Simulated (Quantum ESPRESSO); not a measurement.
# LaSi3Ir (I4mm): zone-centre phonons, part 2 of 2

Aim: the zone-centre modes of LaSi3Ir (I4mm).

Quantum ESPRESSO 7.5; DFT LDA, scalar-relativistic, plane waves, GBRV ultrasoft pseudopotentials.

So far. Step 2 (A probe with smearing): No gap opens on this mesh, so smearing is kept; the start stands at -4.2 GPa. Step 4 (Self-consistent run for the response): The cell stands at -0.13 GPa, close enough for phonons.

**5. Zone-centre response**

At q = 0 one unit cell holds all displacements; symmetry groups them into irreducible representations that are solved one by one. With smeared occupations no response to a homogeneous field can be asked.

The input, ph.in:

```
phonons
 &inputph
    prefix='x',
    outdir='./tmp',
    fildyn='g.dyn',
    tr2_ph=1.0d-18,
    alpha_mix(1)=0.4,
    nmix_ph=8,
 /
0.000000000000 0.000000000000 0.000000000000
```

Command:

```sh
OMP_NUM_THREADS=1 mpirun -n 4 ph.x -nk 4 -in ph.in > ph.out
```

The log of the run:

```text
[banners, grids, parts of the stress and lines that vanish by symmetry left out]
[banner, memory and clock lines left out]
Program PHONON v.7.5

     ./tmp/x.save/

     IMPORTANT: XC functional enforced from input :
     Exchange-correlation= PZ
                           (   1   1   0   0   0   0   0)
     Any further DFT definition will be discarded
     Please, verify this is what you really want

     G-vector sticks info

     negative rho (up, down):  3.637E-01 0.000E+00
     Reading collected, re-writing distributed wavefunctions in ./tmp/

     Number and degeneracy of irreps per q-point
       N         xq(1)         xq(2)         xq(3)   N irreps
       1   0.000000000   0.000000000   0.000000000      10
        1   1   1   1   1   2   2   2   2   2

     Calculation of q =    0.0000000   0.0000000   0.0000000

     phonons

     bravais-lattice index     =            0
     lattice parameter (alat)  =      10.8128  a.u.
     unit-cell volume          =     589.0707 (a.u.)^3
     number of atoms/cell      =            5
     number of atomic types    =            3
     kinetic-energy cut-off    =      40.0000  Ry
     charge density cut-off    =     240.0000  Ry
     convergence threshold     =      1.0E-18
     beta                      =       0.4000
     number of iterations used =            8
     Exchange-correlation= PZ
                           (   1   1   0   0   0   0   0)

     celldm(1)=   10.81276  celldm(2)=    0.00000  celldm(3)=    0.00000
     celldm(4)=    0.00000  celldm(5)=    0.00000  celldm(6)=    0.00000

     crystal axes: (cart. coord. in units of alat)
               a(1) = ( -0.3697  0.3697  0.8525 )
               a(2) = (  0.3697 -0.3697  0.8525 )
               a(3) = (  0.3697  0.3697 -0.8525 )

     reciprocal axes: (cart. coord. in units 2 pi/alat)
               b(1) = ( -0.0000  1.3526  0.5865 )
               b(2) = (  1.3526 -0.0000  0.5865 )
               b(3) = (  1.3526  1.3526  0.0000 )

     Atoms inside the unit cell:

     Cartesian axes

     site n.  atom      mass           positions (alat units)
        1  La    138.9055   tau(    1) = (    0.00000   -0.00000   -0.00206  )
        2  Si     28.0850   tau(    2) = (    0.00000    0.36967    0.44713  )
        3  Si     28.0850   tau(    3) = (    0.36967    0.00000    0.44713  )
        4  Si     28.0850   tau(    4) = (    0.00000   -0.00000    0.70343  )
        5  Ir    192.2170   tau(    5) = (    0.00000    0.00000    1.11435  )

     Computing dynamical matrix for
                    q = (   0.0000000   0.0000000   0.0000000 )

      9 Sym.Ops. (with q -> -q+G )

     G cutoff =  710.7626  (  37045 G-vectors)     FFT grid: ( 54, 54, 54)
     G cutoff =  473.8417  (  20065 G-vectors)  smooth grid: ( 45, 45, 45)

     number of k points=    30  Marzari-Vanderbilt smearing, width (Ry)=  0.0200
                       cart. coord. in units 2pi/alat
        k(    1) = (   0.0000000   0.0000000   0.0000000), wk =   0.0092593
        k(    2) = (   0.2254277   0.2254277   0.0000000), wk =   0.0370370
        k(    3) = (   0.4508555   0.4508555   0.0000000), wk =   0.0370370
        [... further k-points left out ...]

     PseudoPot. # 1 for La read from file:
     ./pseudo/La.upf
     Pseudo is Ultrasoft + core correction, Zval = 11.0
     Using radial grid of  995 points,  8 beta functions with:
                l(1) =   0
                l(2) =   0
                l(3) =   1
                l(4) =   1
                l(5) =   2
                l(6) =   2
                l(7) =   3
                l(8) =   3
     Q(r) pseudized with  8 coefficients,  rinner =    1.700   1.700   1.700
                                                       1.700   1.700   1.700
                                                       1.700

     PseudoPot. # 2 for Si read from file:
     ./pseudo/Si.upf
     Pseudo is Ultrasoft + core correction, Zval =  4.0
     Using radial grid of  899 points,  6 beta functions with:
                l(1) =   0
                l(2) =   0
                l(3) =   1
                l(4) =   1
                l(5) =   2
                l(6) =   2
     Q(r) pseudized with  8 coefficients,  rinner =    0.900   0.900   0.900
                                                       0.900   0.900

     PseudoPot. # 3 for Ir read from file:
     ./pseudo/Ir.upf
     Pseudo is Ultrasoft + core correction, Zval = 15.0
     Using radial grid of  983 points,  7 beta functions with:
                l(1) =   0
                l(2) =   0
                l(3) =   1
                l(4) =   1
                l(5) =   1
                l(6) =   2
                l(7) =   2
     Q(r) pseudized with  8 coefficients,  rinner =    1.400   1.400   1.400
                                                       1.400   1.400

     Mode symmetry, C_4v (4mm)  point group:

     Atomic displacements:
     There are   10 irreducible representations

     Representation     1      1 modes -  To be done

     Representation     2      1 modes -  To be done

     Representation     3      1 modes -  To be done

     Representation     4      1 modes -  To be done

     Representation     5      1 modes -  To be done

     Representation     6      2 modes -  To be done

     Representation     7      2 modes -  To be done

     Representation     8      2 modes -  To be done

     Representation     9      2 modes -  To be done

     Representation    10      2 modes -  To be done

     Alpha used in Ewald sum =   2.2000

     negative rho (up, down):  3.637E-01 0.000E+00

     Representation #   1 mode #   1

     Self-consistent Calculation

     Pert. #  1: Fermi energy shift (Ry) =    -2.9177E-02    -8.4703E-22

      iter #   1   av.it.:   6.3
      thresh= 1.000E-02 alpha_mix =  0.400 |ddv_scf|^2 =  1.002E-06

     Pert. #  1: Fermi energy shift (Ry) =    -3.7290E-02    -5.2940E-23

      iter #   2   av.it.:  15.4
      thresh= 1.001E-04 alpha_mix =  0.400 |ddv_scf|^2 =  4.724E-07

     Pert. #  1: Fermi energy shift (Ry) =    -9.9017E-03     5.2940E-23

      iter #   3   av.it.:  14.9
      thresh= 6.873E-05 alpha_mix =  0.400 |ddv_scf|^2 =  6.638E-08

     Pert. #  1: Fermi energy shift (Ry) =    -1.8229E-02     1.3235E-23

      iter #   4   av.it.:  14.3
      thresh= 2.577E-05 alpha_mix =  0.400 |ddv_scf|^2 =  1.260E-09

     Pert. #  1: Fermi energy shift (Ry) =    -1.7132E-02    -8.2718E-25

      iter #   5   av.it.:  15.0
      thresh= 3.550E-06 alpha_mix =  0.400 |ddv_scf|^2 =  1.141E-10

     Pert. #  1: Fermi energy shift (Ry) =    -1.7456E-02    -5.1699E-26

      iter #   6   av.it.:  14.6
      thresh= 1.068E-06 alpha_mix =  0.400 |ddv_scf|^2 =  1.089E-11

     Pert. #  1: Fermi energy shift (Ry) =    -1.7423E-02     2.5849E-26

      iter #   7   av.it.:  15.0
      thresh= 3.300E-07 alpha_mix =  0.400 |ddv_scf|^2 =  1.797E-13

     Pert. #  1: Fermi energy shift (Ry) =    -1.7429E-02    -2.5849E-26

      iter #   8   av.it.:  16.1
      thresh= 4.240E-08 alpha_mix =  0.400 |ddv_scf|^2 =  2.941E-14

     Pert. #  1: Fermi energy shift (Ry) =    -1.7419E-02    -1.9387E-26

      iter #   9   av.it.:  16.1
      thresh= 1.715E-08 alpha_mix =  0.400 |ddv_scf|^2 =  2.633E-15

     Pert. #  1: Fermi energy shift (Ry) =    -1.7419E-02    -1.2925E-26

      iter #  10   av.it.:  15.9
      thresh= 5.131E-09 alpha_mix =  0.400 |ddv_scf|^2 =  8.932E-17

     Pert. #  1: Fermi energy shift (Ry) =    -1.7420E-02    -9.6935E-27

      iter #  11   av.it.:  16.2
      thresh= 9.451E-10 alpha_mix =  0.400 |ddv_scf|^2 =  9.242E-18

     Pert. #  1: Fermi energy shift (Ry) =    -1.7420E-02    -9.6935E-27

      iter #  12   av.it.:  16.0
      thresh= 3.040E-10 alpha_mix =  0.400 |ddv_scf|^2 =  1.564E-18

     Pert. #  1: Fermi energy shift (Ry) =    -1.7420E-02    -9.6935E-27

      iter #  13   av.it.:  15.6
      thresh= 1.250E-10 alpha_mix =  0.400 |ddv_scf|^2 =  7.164E-20

     End of self-consistent calculation

     Convergence has been achieved

     Representation #   2 mode #   2

     Self-consistent Calculation

     Pert. #  1: Fermi energy shift (Ry) =    -7.8696E-02     8.4703E-22

      iter #   1   av.it.:   7.8
      thresh= 1.000E-02 alpha_mix =  0.400 |ddv_scf|^2 =  6.570E-06

[...]
End of self-consistent calculation

     Convergence has been achieved

     Representation #   3 mode #   3

     Self-consistent Calculation

[...]
End of self-consistent calculation

     Convergence has been achieved

     Representation #   4 mode #   4

     Self-consistent Calculation

[...]
Pert. #  1: Fermi energy shift (Ry) =     6.8676E-03     0.0000E+00

[...]
Pert. #  1: Fermi energy shift (Ry) =     6.7595E-03     0.0000E+00

[...]
Pert. #  1: Fermi energy shift (Ry) =     6.7440E-03     0.0000E+00

[...]
Pert. #  1: Fermi energy shift (Ry) =     6.7434E-03     0.0000E+00

[...]
Pert. #  1: Fermi energy shift (Ry) =     6.7435E-03     0.0000E+00

[...]
Pert. #  1: Fermi energy shift (Ry) =     6.7437E-03     0.0000E+00

[...]
Pert. #  1: Fermi energy shift (Ry) =     6.7437E-03     0.0000E+00

[...]
End of self-consistent calculation

     Convergence has been achieved

     Representation #   5 mode #   5

     Self-consistent Calculation
[...]
End of self-consistent calculation

     Convergence has been achieved

     Representation #   6 modes #   6   7

     Self-consistent Calculation
[...]
End of self-consistent calculation

     Convergence has been achieved

     Representation #   7 modes #   8   9

     Self-consistent Calculation
[...]
End of self-consistent calculation

     Convergence has been achieved

     Representation #   8 modes #  10  11

     Self-consistent Calculation
[...]
End of self-consistent calculation

     Convergence has been achieved

     Representation #   9 modes #  12  13

     Self-consistent Calculation
[...]
End of self-consistent calculation

     Convergence has been achieved

     Representation #  10 modes #  14  15

     Self-consistent Calculation
[...]
iter #   4   av.it.:  17.8
      thresh= 6.686E-06 alpha_mix =  0.400 |ddv_scf|^2 =  3.053E-10
      iter #   5   av.it.:  17.9
      thresh= 1.747E-06 alpha_mix =  0.400 |ddv_scf|^2 =  5.983E-12
      iter #   6   av.it.:  18.0
      thresh= 2.446E-07 alpha_mix =  0.400 |ddv_scf|^2 =  3.842E-13
      iter #   7   av.it.:  18.5
      thresh= 6.198E-08 alpha_mix =  0.400 |ddv_scf|^2 =  1.820E-14
      iter #   8   av.it.:  18.8
      thresh= 1.349E-08 alpha_mix =  0.400 |ddv_scf|^2 =  3.220E-16
      iter #   9   av.it.:  17.7
      thresh= 1.794E-09 alpha_mix =  0.400 |ddv_scf|^2 =  4.186E-17
      iter #  10   av.it.:  18.0
      thresh= 6.470E-10 alpha_mix =  0.400 |ddv_scf|^2 =  6.342E-19

     End of self-consistent calculation

     Convergence has been achieved

     Number of q in the star =    1
     List of q in the star:
          1   0.000000000   0.000000000   0.000000000

     Diagonalizing the dynamical matrix

     q = (    0.000000000   0.000000000   0.000000000 )

 **************************************************************************
     freq (    1) =      -0.178700 [THz] =      -5.960805 [cm-1]
     freq (    2) =      -0.178700 [THz] =      -5.960805 [cm-1]
     freq (    3) =      -0.169610 [THz] =      -5.657571 [cm-1]
     freq (    4) =       3.574035 [THz] =     119.216959 [cm-1]
     freq (    5) =       3.574035 [THz] =     119.216959 [cm-1]
     freq (    6) =       4.043648 [THz] =     134.881567 [cm-1]
     freq (    7) =       5.019570 [THz] =     167.434824 [cm-1]
     freq (    8) =       5.019570 [THz] =     167.434824 [cm-1]
     freq (    9) =       8.440145 [THz] =     281.532932 [cm-1]
     freq (   10) =       8.440145 [THz] =     281.532932 [cm-1]
     freq (   11) =       8.914515 [THz] =     297.356217 [cm-1]
     freq (   12) =       9.204473 [THz] =     307.028181 [cm-1]
     freq (   13) =      11.599709 [THz] =     386.924646 [cm-1]
     freq (   14) =      11.599709 [THz] =     386.924646 [cm-1]
     freq (   15) =      11.624624 [THz] =     387.755723 [cm-1]
 **************************************************************************

     Mode symmetry, C_4v (4mm)  point group:

     freq (   1-   2) =         -6.0  [cm-1]   --> E    G_5 D_5    I+R
     freq (   3-   3) =         -5.7  [cm-1]   --> A_1  G_1 D_1    I+R
     freq (   4-   5) =        119.2  [cm-1]   --> E    G_5 D_5    I+R
     freq (   6-   6) =        134.9  [cm-1]   --> A_1  G_1 D_1    I+R
     freq (   7-   8) =        167.4  [cm-1]   --> E    G_5 D_5    I+R
     freq (   9-  10) =        281.5  [cm-1]   --> E    G_5 D_5    I+R
     freq (  11-  11) =        297.4  [cm-1]   --> B_1  G_3 D_2    R
     freq (  12-  12) =        307.0  [cm-1]   --> A_1  G_1 D_1    I+R
     freq (  13-  14) =        386.9  [cm-1]   --> E    G_5 D_5    I+R
     freq (  15-  15) =        387.8  [cm-1]   --> A_1  G_1 D_1    I+R
```

It took 22 min on 4 MPI ranks of Arm Neoverse V1, shared host; 86 min of CPU time.

Numbers from this step:

| Property | Result |
| --- | --- |
| largest acoustic frequency at the zone centre before the sum rule | -5.96 cm⁻¹ |
| highest optical zone-centre mode (no LO-TO term) | 387.8 cm⁻¹ |
| lowest optical zone-centre mode | 119.2 cm⁻¹ |

The acoustic modes at Γ come out as far as 6.0 cm⁻¹ from zero, where they should vanish, a small numerical error.

**6. Zone-centre analysis**

A rigid shift of the crystal must cost nothing, but grids and finite bases break this; the acoustic sum rule is imposed before the matrix is diagonalised again.

The input, dynmat.in:

```
 &input
    fildyn='g.dyn',
    asr='crystal',
    fileig='dynmat.eig',
 /
```

Command:

```sh
dynmat.x -in dynmat.in > dynmat.out
```

The log of the run:

```text
[banner, memory and clock lines left out]
Program DYNMAT v.7.5

     Reading Dynamical Matrix from file g.dyn
     ...Force constants read
     ...epsilon and Z* not read (not found on file)
     Acoustic Sum Rule: || Z*(ASR) - Z*(orig)|| =    0.000000E+00
     Acoustic Sum Rule: ||dyn(ASR) - dyn(orig)||=    4.992796E-04
     A direction for q was not specified:TO-LO splitting will be absent

     Polarizability (A^3 units)
     multiply by 1.000000 for Clausius-Mossotti correction
         0.000000    0.000000    0.000000
         0.000000    0.000000    0.000000
         0.000000    0.000000    0.000000

     IR activities are in (D/A)^2/amu units

# mode   [cm-1]    [THz]      IR
    1     -0.00   -0.0000    0.0000
    2     -0.00   -0.0000    0.0000
    3      0.00    0.0000    0.0000
    4    119.21    3.5739    0.0000
    5    119.21    3.5739    0.0000
    6    134.88    4.0437    0.0000
    7    167.41    5.0189    0.0000
    8    167.41    5.0189    0.0000
    9    281.54    8.4402    0.0000
   10    281.54    8.4402    0.0000
   11    297.36    8.9145    0.0000
   12    307.01    9.2041    0.0000
   13    386.92   11.5994    0.0000
   14    386.92   11.5994    0.0000
   15    387.76   11.6246    0.0000

[end of the log left out, with the tail of the file of modes that dynmat.x writes under the same name]
```

Elapsed: 0.48 s, on 1 thread.

Unit eigenvectors of the mass-weighted matrix after the sum rule; no LO-TO term. The modes at Γ (shares of kinetic energy by element, %):

```
mode  frequency (cm⁻¹)  La %  Si %  Ir %
   1               0.0    33    20    46
   2               0.0    33    20    46
   3               0.0    33    20    46
   4             119.2    53     6    41
   5             119.2    53     6    41
   6             134.9    63     4    33
   7             167.4     9    87     4
   8             167.4     9    87     4
   9             281.5     4    96     0
  10             281.5     4    96     0
  11             297.4     0   100     0
  12             307.0     3    78    19
  13             386.9     0    91     9
  14             386.9     0    91     9
  15             387.8     1    98     1
```

Displacements in mode 5 (119.2 cm⁻¹), the largest set to 1:
```
La1  0.07  1.00  0.00
Si2 -0.04  0.20  0.00
Si3  0.01 -0.54  0.00
Si4  0.03  0.47  0.00
Ir5 -0.05 -0.74  0.00
```

Displacements in mode 11 (297.4 cm⁻¹), the largest set to 1:
```
La1  0.00  0.00  0.00
Si2  0.00  0.00  1.00
Si3  0.00  0.00 -1.00
Si4  0.00  0.00  0.00
Ir5  0.00  0.00  0.00
```

The rule moves no optical mode by more than 0.1 cm⁻¹.

**7. Sum rules set otherwise (asr simple)**

The rule can be imposed in more than one way; the choices should agree where the raw error is small.

The input, dynmat.in:

```
 &input
    fildyn='g.dyn',
    asr='simple',
    fileig='dynmat.eig',
 /
```

Command:

```sh
dynmat.x -in dynmat.in > dynmat.out
```

The log of the run:

```text
[banner, memory and clock lines left out]
Program DYNMAT v.7.5

     Reading Dynamical Matrix from file g.dyn
     ...Force constants read
     ...epsilon and Z* not read (not found on file)
     A direction for q was not specified:TO-LO splitting will be absent

     Polarizability (A^3 units)
     multiply by 1.000000 for Clausius-Mossotti correction
         0.000000    0.000000    0.000000
         0.000000    0.000000    0.000000
         0.000000    0.000000    0.000000

     IR activities are in (D/A)^2/amu units

# mode   [cm-1]    [THz]      IR
    1     -0.00   -0.0000    0.0000
    2     -0.00   -0.0000    0.0000
    3      0.00    0.0000    0.0000
    4    119.35    3.5779    0.0000
    5    119.35    3.5779    0.0000
    6    134.98    4.0466    0.0000
    7    167.58    5.0240    0.0000
    8    167.58    5.0240    0.0000
    9    281.65    8.4437    0.0000
   10    281.65    8.4437    0.0000
   11    297.44    8.9171    0.0000
   12    307.11    9.2069    0.0000
   13    386.98   11.6015    0.0000
   14    386.98   11.6015    0.0000
   15    387.83   11.6269    0.0000

[end of the log left out, with the tail of the file of modes that dynmat.x writes under the same name]
```

The job ended after 0.45 s (1 thread).

Read from the output:

```yaml
lowest_optical_zone_centre_mode: 119.3 cm⁻¹
```

Zone-centre frequencies as printed; negative means imaginary. Modes:

```
mode  frequency (cm⁻¹)
   1                 0
   2                 0
   3                 0
   4             119.3
   5             119.3
   6               135
   7             167.6
   8             167.6
   9             281.6
  10             281.6
  11             297.4
  12             307.1
  13               387
  14               387
  15             387.8
```

Against the first rule no mode moves by more than 0.2 cm⁻¹.

**8. Sum rules set otherwise (asr no)**

Without the rule the raw error of the acoustic modes shows.

The input, dynmat.in:

```
 &input
    fildyn='g.dyn',
    asr='no',
    fileig='dynmat.eig',
 /
```

Command:

```sh
dynmat.x -in dynmat.in > dynmat.out
```

The log of the run:

```text
[banner, memory and clock lines left out]
Program DYNMAT v.7.5

     Reading Dynamical Matrix from file g.dyn
     ...Force constants read
     ...epsilon and Z* not read (not found on file)
     A direction for q was not specified:TO-LO splitting will be absent

     Polarizability (A^3 units)
     multiply by 1.000000 for Clausius-Mossotti correction
         0.000000    0.000000    0.000000
         0.000000    0.000000    0.000000
         0.000000    0.000000    0.000000

     IR activities are in (D/A)^2/amu units

# mode   [cm-1]    [THz]      IR
    1     -5.96   -0.1787    0.0000
    2     -5.96   -0.1787    0.0000
    3     -5.66   -0.1696    0.0000
    4    119.22    3.5740    0.0000
    5    119.22    3.5740    0.0000
    6    134.88    4.0436    0.0000
    7    167.43    5.0196    0.0000
    8    167.43    5.0196    0.0000
    9    281.53    8.4401    0.0000
   10    281.53    8.4401    0.0000
   11    297.36    8.9145    0.0000
   12    307.03    9.2045    0.0000
   13    386.92   11.5997    0.0000
   14    386.92   11.5997    0.0000
   15    387.76   11.6246    0.0000

[end of the log left out, with the tail of the file of modes that dynmat.x writes under the same name]
```

It took 0.45 s on 1 thread.

Read from the output:

- lowest optical zone-centre mode: 119.2 cm⁻¹

Zone-centre frequencies as printed; negative means imaginary. Modes:

```
mode  frequency (cm⁻¹)
   1             -5.96
   2             -5.96
   3             -5.66
   4             119.2
   5             119.2
   6             134.9
   7             167.4
   8             167.4
   9             281.5
  10             281.5
  11             297.4
  12               307
  13             386.9
  14             386.9
  15             387.8
```

Against the first rule no mode moves by more than 6.0 cm⁻¹.

**9. Outcome**

```yaml
volume_per_atom: 17.5 Å³
highest_optical_zone_centre_mode_no_lo_to_term: 387.8 cm⁻¹
lowest_optical_zone_centre_mode: 119.2 cm⁻¹
imaginary_optical_modes_at_the_zone_centre_no_q_mesh_in_this_session: none
```

At the LDA level the optical modes of LaSi3Ir (I4mm) at the zone centre run from 119 to 388 cm⁻¹. Of the 12 optical modes, 11 are both infrared and Raman active and 1 is Raman active alone. These are harmonic frequencies at zero temperature: anharmonic shifts and linewidths and thermal expansion are left out. Spin-orbit coupling is left out, which can matter for the heavy elements here. In a metal the frequencies hang on the k mesh and the smearing, most of all near Kohn anomalies.

[Host names and launcher messages were left out of these logs when they were recorded.]

[Logs are printed without paths, hosts, clocks, repeated set-up lines and the standing remarks that a program may print on its own settings, such as how far it seeks lower states.]

[Hosts, paths, dates, database ids (printed as entryN), source tags and the programs' standing remarks are cut or masked in the printed files.]
